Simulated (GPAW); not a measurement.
The K K edge of atom 3 in KNiF3 (Pm-3m), with 12 F at 2.83 Å (cuboctahedral, site symmetry m-3m), was computed in 2 ways: full core hole (charged cell) and no core hole. Program and functional: GPAW, LDA + U, Gaussian full width 0.9 eV up to 4 eV, rising linearly to 3.5 eV at 25 eV; cells of 10 atoms.

Each run is counted from its own lowest empty level or Fermi level and scaled to a mean of 1 over its first 20 eV.

```tsv
E (eV)	run 1	run 2
-2.0	0.00	0.00
-1.5	0.00	0.00
-1.0	0.00	0.00
-0.5	0.00	0.00
0.0	0.02	0.02
0.5	0.01	0.04
1.0	0.01	0.05
1.5	0.03	0.14
2.0	0.08	0.28
2.5	0.13	0.30
3.0	0.20	0.33
3.5	0.39	0.47
4.0	0.48	0.74
4.5	0.58	1.17
5.0	0.69	1.69
5.5	0.75	1.96
6.0	0.71	1.42
6.5	0.63	1.12
7.0	0.59	1.35
7.5	0.64	1.83
8.0	0.78	2.27
8.5	1.09	2.43
9.0	1.49	2.40
9.5	1.78	2.33
10.0	2.04	2.25
10.5	2.48	2.00
11.0	2.95	1.62
11.5	3.12	1.28
12.0	2.90	1.05
12.5	2.43	0.87
13.0	1.90	0.69
13.5	1.40	0.49
14.0	0.98	0.33
14.5	0.66	0.26
15.0	0.44	0.26
15.5	0.35	0.32
16.0	0.37	0.41
16.5	0.47	0.52
17.0	0.62	0.65
17.5	0.81	0.77
18.0	0.99	0.86
18.5	1.11	0.89
19.0	1.15	0.86
19.5	1.11	0.80
20.0	1.01	0.74
20.5	0.90	0.71
21.0	0.79	0.72
21.5	0.71	0.76
22.0	0.67	0.82
22.5	0.69	0.87
23.0	0.74	0.90
23.5	0.81	0.91
24.0	0.88	0.90
24.5	0.93	0.87
25.0	0.96	0.82
25.5	0.95	0.77
26.0	0.92	0.71
26.5	0.86	0.65
27.0	0.79	0.59
27.5	0.70	0.54
28.0	0.62	0.51
28.5	0.54	0.50
29.0	0.48	0.54
29.5	0.45	0.62
30.0	0.45	0.74
30.5	0.48	0.90
31.0	0.55	1.11
31.5	0.66	1.34
32.0	0.80	1.58
```

The database entry behind the starting cell differs from later determinations by our own check (about 0.35 % short), so it need not match the best structure at ambient conditions.

Which run is which?

Run 1: no core hole (area from −2 to 6 eV 1.9, main maxima 5.5 eV (0.75), 11.5 eV (3.12), 19.0 eV (1.15) and 25.2 eV (0.96)). Run 2: full core hole (charged cell) (area from −2 to 6 eV 4.0, main maxima 5.4 eV (1.98), 8.6 eV (2.43), 18.5 eV (0.89) and 23.4 eV (0.91)). With each curve scaled to its own mean, the area from −2 to 6 eV with the hole is 4.0 against 1.9, and the centre of weight from −1 to 20 eV moves by -1.8 eV: the hole pulls the absorber's empty states down.

[Banner, clock and machine lines of the logs are left out without a mark of their own.]

[Logs are printed without paths, hosts, clocks, repeated set-up lines and the standing remarks that a program may print on its own settings, such as how far it seeks lower states.]

[Hosts, paths, dates, database ids (printed as entryN), source tags and the programs' standing remarks are cut or masked in the printed files.]

[Lists of maxima count a maximum above −3 eV only where it reaches 4 % of the highest in the window and stands out from its surroundings by 2 % of it (1.5 % where it reaches 55 %); shoulders and weaker maxima are passed over, and of the rest the first, up to two pre-edge ones and the few strongest are named.]
